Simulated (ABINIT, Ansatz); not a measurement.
**BaTiO3 (P4mm): G0W0 on several meshes in ABINIT**

How does the mesh move the gap of BaTiO3 (P4mm)?

Main program and level: ABINIT 10.8.3; PBE and many-body steps on it, plane waves.

The database entry behind the starting cell differs from later determinations by our own check (c/a about 0.6 % short), so it need not match the best structure at ambient conditions.

## (1) The structure

Symmetry: P4mm, No. 99, tetragonal system. The conventional cell has a = 4.000 Å, b = 4.000 Å, c = 4.018 Å, α = 90.00°, β = 90.00°, γ = 90.00°. Nearest to Ba lie 12 O at 2.79 to 2.88 Å. Ti has 6 O at 1.89 to 2.13 Å nearest. O has 2 Ti at 1.89 to 2.13 Å and 4 Ba at 2.83 Å nearest. Nearest to O lie 2 Ti at 2.00 Å and 4 Ba at 2.79 to 2.88 Å. Farther neighbours and most contacts between anions are not listed.

Coordinates:

```cif
data_structure
_symmetry_space_group_name_H-M 'P 1'
_symmetry_Int_Tables_number 1
_cell_length_a 3.9998
_cell_length_b 3.9998
_cell_length_c 4.0180
_cell_angle_alpha 90.000
_cell_angle_beta 90.000
_cell_angle_gamma 90.000
_cell_volume 64.28
loop_
_atom_site_label
_atom_site_type_symbol
_atom_site_fract_x
_atom_site_fract_y
_atom_site_fract_z
_atom_site_occupancy
Ba1 Ba 0.00000 0.00000 0.00000 1
Ti2 Ti 0.50000 0.50000 0.49000 1
O3 O 0.50000 0.50000 0.01900 1
O4 O 0.50000 0.00000 0.51700 1
O5 O 0.00000 0.50000 0.51700 1
```

The cell and positions come from the Crystallography Open Database and are kept as given unless a step says otherwise. Spin-orbit coupling is left out unless a step names it.

## (2) Empty states on the mesh, 4×4×4 mesh, 269 bands

This step: ABINIT 10.8.3; DFT, PBE, plane waves, norm-conserving pseudopotentials.

The sums over transitions need many empty states on a uniform mesh; this step solves for them.

Input file run.abi:

```
acell 3*1.0 Angstrom
rprim 
  3.999800000000 0.000000000000 0.000000000000
  0.000000000000 3.999800000000 0.000000000000
  0.000000000000 0.000000000000 4.018000000000
ntypat 3
znucl 56 22 8
natom 5
typat 1 2 3 3 3
xred 
  0.000000000000 0.000000000000 0.000000000000
  0.500000000000 0.500000000000 0.490000000000
  0.500000000000 0.500000000000 0.019000000000
  0.500000000000 0.000000000000 0.517000000000
  0.000000000000 0.500000000000 0.517000000000
pp_dirpath "pseudos"
pseudos "Ba.upf, Ti.upf, O.upf"
ecut 38
ngkpt 4 4 4
nshiftk 1
shiftk 0 0 0
kptopt 1
chksymbreak 0
irdden 1
istwfk *1
nband 269
prtvol 0
optdriver 6
gwr_task "HDIAGO"
paral_kgb 0
occopt 1
indata_prefix "in"
outdata_prefix "out"
tmpdata_prefix "tmp"
```

Command:

```
> OMP_NUM_THREADS=1 mpirun -n 4 abinit run.abi > log
```

Numbers of over 12 decimals in the logs are rounded to 6 here.

Log:

```text
.Version 10.8.3 of ABINIT. v10.8.2 released Aug 2026.

 Symmetries : space group P4 m m (# 99); Bravais tP (primitive tetrag.)
[... echo of the input left out ...]
== DATASET  1 ==================================================================
-   mpi_nproc: 4, omp_nthreads: 1 (-1 if OMP is not activated)

--- !DatasetInfo
iteration_state: {dtset: 1, }
dimensions: {natom: 5, nkpt: 18, mband: 269, nsppol: 1, nspinor: 1, nspden: 1, mpw: 4929, }
cutoff_energies: {ecut:  38.0, pawecutdg:  -1.0, }
[...]
Indirect band gap semiconductor
 Fundamental gap:     1.826 (eV)
   VBM:     6.633 (eV) at k: [ 5.0000E-01,  5.0000E-01,  5.0000E-01]
   CBM:     8.459 (eV) at k: [ 0.0000E+00,  0.0000E+00,  0.0000E+00]
 Direct gap:         2.106 (eV) at k: [ 0.0000E+00,  0.0000E+00,  0.0000E+00]

== END DATASET(S) ==============================================================
================================================================================

 -outvars: echo values of variables after computation  --------
           etotal      0.0000000000E+00
            nband         269
             nkpt          18
          spgroup          99
 [... the other variables as echoed above ...]

 Calculation completed.
```

Elapsed: 5.1 min, on 4 MPI ranks of Arm Neoverse V2, shared host; peak memory 5.3 GiB.

This step gave:

```yaml
gap: 1.826 eV
k_of_the_valence_top: 0.5, 0.5, 0.5
k_of_the_conduction_bottom: 0, 0, 0
least_direct_gap: 2.106 eV
k_points_computed: 18
lowest_point_of_the_top_converged_band_above_the_valence_top: 125.6117 eV
```

On this mesh the gap is 1.826 eV.

The density comes from a self-consistent run that is not shown.

## (3) Screening, 4×4×4 mesh, 118 bands, screening to 141.5 eV

The RPA dielectric matrix is built and inverted for each q.

This step: RPA screening on PBE, plane waves, norm-conserving pseudopotentials.

Edit run.abi of step 2 so:

```diff
@@ -23,10 +23,11 @@
 chksymbreak 0
-irdden 1
 istwfk *1
-nband 269
-prtvol 0
-optdriver 6
-gwr_task "HDIAGO"
-paral_kgb 0
 occopt 1
+irdwfk 1
+optdriver 3
+nband 118
+ecuteps 5.2
+inclvkb 2
+awtr 1
+symchi 1
 indata_prefix "in"
```

Log:

```text
.Version 10.8.3 of ABINIT. v10.8.2 released Aug 2026.

 Symmetries : space group P4 m m (# 99); Bravais tP (primitive tetrag.)
[... echo of the input left out ...]
== DATASET  1 ==================================================================
-   mpi_nproc: 4, omp_nthreads: 1 (-1 if OMP is not activated)

--- !DatasetInfo
iteration_state: {dtset: 1, }
dimensions: {natom: 5, nkpt: 18, mband: 118, nsppol: 1, nspinor: 1, nspden: 1, mpw: 4929, }
cutoff_energies: {ecut:  38.0, pawecutdg:  -1.0, }
electrons: {nelect:   4.00000000E+01, charge:   0.00000000E+00, occopt:   1.00000000E+00, tsmear:   1.00000000E-02, }

 SCREENING: Calculation of the susceptibility and dielectric matrices

 Based on a program developped by R.W. Godby, V. Olevano, G. Onida, and L. Reining.
 Incorporated in ABINIT by V. Olevano, G.-M. Rignanese, and M. Torrent.
.Using double precision arithmetic ; gwpc =  8

[... cell and pseudopotentials left out ...]
--------------------------------------------------------------------------------

 ==== K-mesh for the wavefunctions ====
 Number of points in the irreducible wedge :    18
[... list of points left out ...]
 Together with  8 symmetry operations and time-reversal symmetry
 yields    64 points in the full Brillouin Zone.

 ==== Q-mesh for the screening function ====
 Number of points in the irreducible wedge :    18
[... list of points left out ...]
 Together with  8 symmetry operations and time-reversal symmetry
 yields    64 points in the full Brillouin Zone.

 setmesh: FFT mesh size selected  =    30x   30x   30
          total number of points  =        27000

 vcoul_init : cutoff-mode = AUXILIARY_FUNCTION
 q-points for optical limit:   1
     1)      0.000010    0.000020    0.000030

- screening: taking advantage of time-reversal symmetry
- Maximum band index for partially occupied states nbvw = 20
- Remaining bands to be divided among processors   nbcw = 98
- Number of bands treated by each node ~24

 Number of electrons calculated from density =   40.0000; Expected =   40.0000
 average of density, n =  0.092210
 r_s =    1.3731
 omega_plasma =   29.2917 [eV]

 calculating chi0 at frequencies [eV] :
  1    0.000000E+00    0.000000E+00
  2    0.000000E+00    2.929166E+01

--------------------------------------------------------------------------------
  q-point number  1        q = ( 0.000000, 0.000000, 0.000000) [r.l.u.]
--------------------------------------------------------------------------------
[... chi0 elements left out ...]
 For q-point:  0.000010 0.000020 0.000030
  dielectric constant =   6.1760
  dielectric constant without local fields =   6.7373

  Average fulfillment of the sum rule on Im[epsilon] for q-point    1 :     63.52  [%]
[... wings left out ...]
  q-point number  2        q = ( 0.250000, 0.000000, 0.000000) [r.l.u.]
--------------------------------------------------------------------------------
[... chi0 elements left out ...]
  Average fulfillment of the sum rule on Im[epsilon] for q-point    2 :     75.76  [%]

 [... 16 further q-points ...]
```

Wall time 2.4 min (4 MPI ranks); peak memory 1.9 GiB.

Numbers from this step:

* ε∞ with local fields, on this mesh, along the program's q direction: 6.176
* the same without local fields: 6.737
* plasma frequency: 29.29 eV
* plane waves in the screening matrix: 251

Local fields lower ε∞ by 8 %. On a Γ-centred mesh this coarse the value itself is usually too large, while a short band sum pulls it down.

## (4) 4×4×4

The self-energy is evaluated for the states that the input lists, and the levels follow from it, in one-shot runs by the linearised quasiparticle equation.

This step: G0W0 on PBE, plane waves, norm-conserving pseudopotentials.

Edit run.abi of step 3 so:

```diff
@@ -26,8 +26,17 @@
 irdwfk 1
-optdriver 3
+optdriver 4
 nband 118
+gwcalctyp 0
+ecutsigx 38
+symsigma 1
+nkptgw 2
+kptgw 
+  0.5000000000 0.5000000000 0.5000000000
+  0.0000000000 0.0000000000 0.0000000000
+bdgw 
+  18 23
+  19 23
 ecuteps 5.2
-inclvkb 2
-awtr 1
-symchi 1
+irdscr 1
+ppmodel 1
 indata_prefix "in"
```

Log:

```text
.Version 10.8.3 of ABINIT. v10.8.2 released Aug 2026.

 Symmetries : space group P4 m m (# 99); Bravais tP (primitive tetrag.)
[... echo of the input left out ...]
== DATASET  1 ==================================================================
-   mpi_nproc: 4, omp_nthreads: 1 (-1 if OMP is not activated)

--- !DatasetInfo
iteration_state: {dtset: 1, }
dimensions: {natom: 5, nkpt: 18, mband: 118, nsppol: 1, nspinor: 1, nspden: 1, mpw: 4929, }
cutoff_energies: {ecut:  38.0, pawecutdg:  -1.0, }
electrons: {nelect:   4.00000000E+01, charge:   0.00000000E+00, occopt:   1.00000000E+00, tsmear:   1.00000000E-02, }

 SIGMA: Calculation of the GW corrections

 Based on a program developped by R.W. Godby, V. Olevano, G. Onida, and L. Reining.
 Incorporated in ABINIT by V. Olevano, G.-M. Rignanese, and M. Torrent.
.Using double precision arithmetic ; gwpc =  8

[... cell and pseudopotentials left out ...]
--------------------------------------------------------------------------------

 ==== K-mesh for the wavefunctions ====
 Number of points in the irreducible wedge :    18
[... list of points left out ...]
 Together with  8 symmetry operations and time-reversal symmetry
 yields    64 points in the full Brillouin Zone.

 ==== Q-mesh for screening function ====
 Number of points in the irreducible wedge :    18
[... list of points left out ...]
 Together with  8 symmetry operations and time-reversal symmetry
 yields    64 points in the full Brillouin Zone.

 vcoul_init : cutoff-mode = AUXILIARY_FUNCTION
 q-points for optical limit:   1
     1)      0.000010    0.000020    0.000030
 setmesh: FFT mesh size selected  =    45x   45x   45
          total number of points  =        91125

 Number of electrons calculated from density =   40.0000; Expected =   40.0000
 average of density, n =  0.092210
 r_s =    1.3731
 omega_plasma =   29.2917 [eV]

 === KS Band Gaps ===
  >>>> For spin  1
   Minimum direct gap =   2.1061 [eV], located at k-point      :   0.0000  0.0000  0.0000
   Fundamental gap    =   1.8259 [eV], Top of valence bands at :   0.5000  0.5000  0.5000
                                       Bottom of conduction at :   0.0000  0.0000  0.0000
 SIGMA fundamental parameters:
 PLASMON POLE MODEL  1
 number of plane-waves for SigmaX                 4929
 number of plane-waves for SigmaC and W            251
 number of plane-waves for wavefunctions          4929
 number of bands                                   118
 number of independent spin polarizations            1
 number of spinorial components                      1
 number of k-points in IBZ                          18
 number of q-points in IBZ                          18
 number of symmetry operations                       8
 number of k-points in BZ                           64
 number of q-points in BZ                           64
 number of frequencies for dSigma/dE                 9
 frequency step for dSigma/dE [eV]                0.25
 number of omega for Sigma on real axis              0
 max omega for Sigma on real axis  [eV]           0.00
 zcut for avoiding poles [eV]                     0.10

 EPSILON^-1 parameters (SCR file):
 dimension of the eps^-1 matrix on file            251
 dimension of the eps^-1 matrix used               251
 number of plane-waves for wavefunctions          4929
 number of bands                                   118
 number of q-points in IBZ                          18
 number of frequencies                               2
 number of real frequencies                          1
 number of imag frequencies                          1

 matrix elements of self-energy operator (all in [eV])

 Perturbative Calculation

--- !SelfEnergy_ee
iteration_state: {dtset: 1, }
kpoint     : [   0.500,    0.500,    0.500, ]
spin       : 1
KS_gap     :    4.212
QP_gap     :    6.002
Delta_QP_KS:    1.791
data: !SigmaeeData |
     Band     E0 <VxcDFT>   SigX SigC(E0)      Z dSigC/dE  Sig(E)    E-E0       E
       18   6.549 -19.970 -25.000   5.100   0.763  -0.310 -19.916   0.053   6.602
       19   6.549 -19.970 -25.000   5.100   0.763  -0.310 -19.916   0.053   6.602
       20   6.633 -19.991 -25.032   5.132   0.762  -0.312 -19.922   0.069   6.702
       21  10.844 -21.880 -13.200  -6.166   0.740  -0.351 -20.020   1.860  12.705
       22  10.844 -21.880 -13.200  -6.166   0.740  -0.351 -20.020   1.860  12.705
       23  10.845 -21.881 -13.129  -6.250   0.734  -0.362 -20.044   1.837  12.683

--- !SelfEnergy_ee
iteration_state: {dtset: 1, }
kpoint     : [   0.000,    0.000,    0.000, ]
spin       : 1
KS_gap     :    2.106
QP_gap     :    3.573
Delta_QP_KS:    1.467
data: !SigmaeeData |
     Band     E0 <VxcDFT>   SigX SigC(E0)      Z dSigC/dE  Sig(E)    E-E0       E
       19   6.353 -20.076 -24.606   4.611   0.769  -0.301 -20.014   0.062   6.415
       20   6.353 -20.076 -24.606   4.611   0.769  -0.301 -20.014   0.062   6.415
       21   8.459 -18.809 -11.399  -5.444   0.778  -0.286 -17.280   1.529   9.988
       22   8.671 -19.000 -11.886  -5.132   0.777  -0.287 -17.461   1.539  10.209
       23   8.671 -19.000 -11.886  -5.132   0.777  -0.287 -17.461   1.539  10.209

== END DATASET(S) ==============================================================
================================================================================

 -outvars: echo values of variables after computation  --------
           etotal      0.0000000000E+00
            nband         118
             nkpt          18
          spgroup          99
 [... the other variables as echoed above ...]

 Calculation completed.
```

Run time: 19 s. Hardware: 4 MPI ranks; peak memory 1.6 GiB; 75 s of CPU time.

This step gave:

| Item | Value |
| --- | --- |
| G0W0 gap on the points computed | 3.286 eV |
| starting gap on the mesh | 1.826 eV |
| k of the valence top | 0.5, 0.5, 0.5 |
| k of the conduction bottom | 0, 0, 0 |
| Z at the valence top | 0.762 |
| Z at the conduction bottom | 0.778 |
| least direct G0W0 gap on the computed points | 3.573 eV |

The gap on the mesh goes from 1.83 eV to 3.29 eV, a correction of +1.46 eV.

## (5) Empty states on the mesh, 2×2×2 mesh, 128 bands

This step: DFT, PBE, plane waves, norm-conserving pseudopotentials.

Edit run.abi of step 4 so:

```diff
@@ -18,3 +18,3 @@
 ecut 38
-ngkpt 4 4 4
+ngkpt 2 2 2
 nshiftk 1
@@ -23,20 +23,10 @@
 chksymbreak 0
+iscf -2
+irdden 1
 istwfk *1
-occopt 1
-irdwfk 1
-optdriver 4
-nband 118
-gwcalctyp 0
-ecutsigx 38
-symsigma 1
-nkptgw 2
-kptgw 
-  0.5000000000 0.5000000000 0.5000000000
-  0.0000000000 0.0000000000 0.0000000000
-bdgw 
-  18 23
-  19 23
-ecuteps 5.2
-irdscr 1
-ppmodel 1
+nband 128
+nbdbuf 10
+tolwfr 1e-09
+nstep 60
+prtvol 0
 indata_prefix "in"
```

Log:

```text
.Version 10.8.3 of ABINIT. v10.8.2 released Aug 2026.

 Symmetries : space group P4 m m (# 99); Bravais tP (primitive tetrag.)
[... echo of the input left out ...]
== DATASET  1 ==================================================================
-   mpi_nproc: 4, omp_nthreads: 1 (-1 if OMP is not activated)

--- !DatasetInfo
iteration_state: {dtset: 1, }
dimensions: {natom: 5, nkpt: 6, mband: 128, nsppol: 1, nspinor: 1, nspden: 1, mpw: 4929, }
cutoff_energies: {ecut:  38.0, pawecutdg:  -1.0, }
[...]
2.73721    2.73786    2.73786    2.74717    2.75233    2.75449    2.85080    2.85080
   2.85364    2.86049    2.87667    2.89780    2.91080    2.91083    2.96074    2.96225
 prteigrs : prtvol=0 or 1, do not print more k-points.

== END DATASET(S) ==============================================================
================================================================================

 -outvars: echo values of variables after computation  --------
            nband         128
             nkpt           6
          spgroup          99
 [... the other variables as echoed above ...]

 Calculation completed.
```

The job ended after 33 s (4 MPI ranks; peak memory 0.34 GiB).

This step gave:

- gap: 1.826 eV
- k of the valence top: 0.5, 0.5, 0.5
- k of the conduction bottom: 0, 0, 0
- least direct gap: 2.106 eV
- k points computed: 6
- lowest point of the top converged band, above the valence top: 65.4246 eV

On this mesh the gap is 1.826 eV.

## (6) Screening, 2×2×2 mesh, 118 bands, screening to 141.5 eV

This step: RPA screening on PBE, plane waves, norm-conserving pseudopotentials.

Edit run.abi of step 5 so:

```diff
@@ -23,10 +23,11 @@
 chksymbreak 0
-iscf -2
-irdden 1
 istwfk *1
-nband 128
-nbdbuf 10
-tolwfr 1e-09
-nstep 60
-prtvol 0
+occopt 1
+irdwfk 1
+optdriver 3
+nband 118
+ecuteps 5.2
+inclvkb 2
+awtr 1
+symchi 1
 indata_prefix "in"
```

Log:

```text
.Version 10.8.3 of ABINIT. v10.8.2 released Aug 2026.

 Symmetries : space group P4 m m (# 99); Bravais tP (primitive tetrag.)
[... echo of the input left out ...]
== DATASET  1 ==================================================================
-   mpi_nproc: 4, omp_nthreads: 1 (-1 if OMP is not activated)

--- !DatasetInfo
iteration_state: {dtset: 1, }
dimensions: {natom: 5, nkpt: 6, mband: 118, nsppol: 1, nspinor: 1, nspden: 1, mpw: 4929, }
cutoff_energies: {ecut:  38.0, pawecutdg:  -1.0, }
electrons: {nelect:   4.00000000E+01, charge:   0.00000000E+00, occopt:   1.00000000E+00, tsmear:   1.00000000E-02, }

 SCREENING: Calculation of the susceptibility and dielectric matrices

 Based on a program developped by R.W. Godby, V. Olevano, G. Onida, and L. Reining.
 Incorporated in ABINIT by V. Olevano, G.-M. Rignanese, and M. Torrent.
.Using double precision arithmetic ; gwpc =  8

[... cell and pseudopotentials left out ...]
--------------------------------------------------------------------------------

 ==== K-mesh for the wavefunctions ====
 Number of points in the irreducible wedge :     6
[... list of points left out ...]
 Together with  8 symmetry operations and time-reversal symmetry
 yields     8 points in the full Brillouin Zone.

 ==== Q-mesh for the screening function ====
 Number of points in the irreducible wedge :     6
[... list of points left out ...]
 Together with  8 symmetry operations and time-reversal symmetry
 yields     8 points in the full Brillouin Zone.

 setmesh: FFT mesh size selected  =    30x   30x   30
          total number of points  =        27000

 vcoul_init : cutoff-mode = AUXILIARY_FUNCTION
 q-points for optical limit:   1
     1)      0.000010    0.000020    0.000030

- screening: taking advantage of time-reversal symmetry
- Maximum band index for partially occupied states nbvw = 20
- Remaining bands to be divided among processors   nbcw = 98
- Number of bands treated by each node ~24

 Number of electrons calculated from density =   40.0000; Expected =   40.0000
 average of density, n =  0.092210
 r_s =    1.3731
 omega_plasma =   29.2917 [eV]

 calculating chi0 at frequencies [eV] :
  1    0.000000E+00    0.000000E+00
  2    0.000000E+00    2.929166E+01

--------------------------------------------------------------------------------
  q-point number  1        q = ( 0.000000, 0.000000, 0.000000) [r.l.u.]
--------------------------------------------------------------------------------
[... chi0 elements left out ...]
 For q-point:  0.000010 0.000020 0.000030
  dielectric constant =   8.5707
  dielectric constant without local fields =   9.4784

  Average fulfillment of the sum rule on Im[epsilon] for q-point    1 :     63.63  [%]
[... wings left out ...]
  q-point number  2        q = ( 0.500000, 0.000000, 0.000000) [r.l.u.]
--------------------------------------------------------------------------------
[... chi0 elements left out ...]
  Average fulfillment of the sum rule on Im[epsilon] for q-point    2 :     70.93  [%]

 [... 4 further q-points ...]
```

Wall time 17 s (4 MPI ranks); peak memory 0.88 GiB.

Numbers from this step:

| Property | Result |
| --- | --- |
| ε∞ with local fields, on this mesh, along the program's q direction | 8.571 |
| the same without local fields | 9.478 |
| plasma frequency | 29.29 eV |
| plane waves in the screening matrix | 251 |

(Continued in part 2 of 2.)

[Paths, hosts, dates, memory and timing lines, banners, echoed tables and standing remarks are left out of the program output.]

[Logs are printed without paths, hosts, clocks, repeated set-up lines and the standing remarks that a program may print on its own settings, such as how far it seeks lower states.]

[Runs of the session that timed out or met a known fault of the program may be left out.]

[Hosts, paths, dates, database ids (printed as entryN), source tags and the programs' standing remarks are cut or masked in the printed files.]

[G0W0 gaps are taken among the corrected bands and points alone; a level outside them can change the order at an edge.]

[Where Ansatz stands beside ABINIT at settings called matched, ABINIT's density can come from a denser mesh and the files from another edition; pairs whose starting gaps differed by over 0.03 eV were left out, so agreement reads better than it is.]
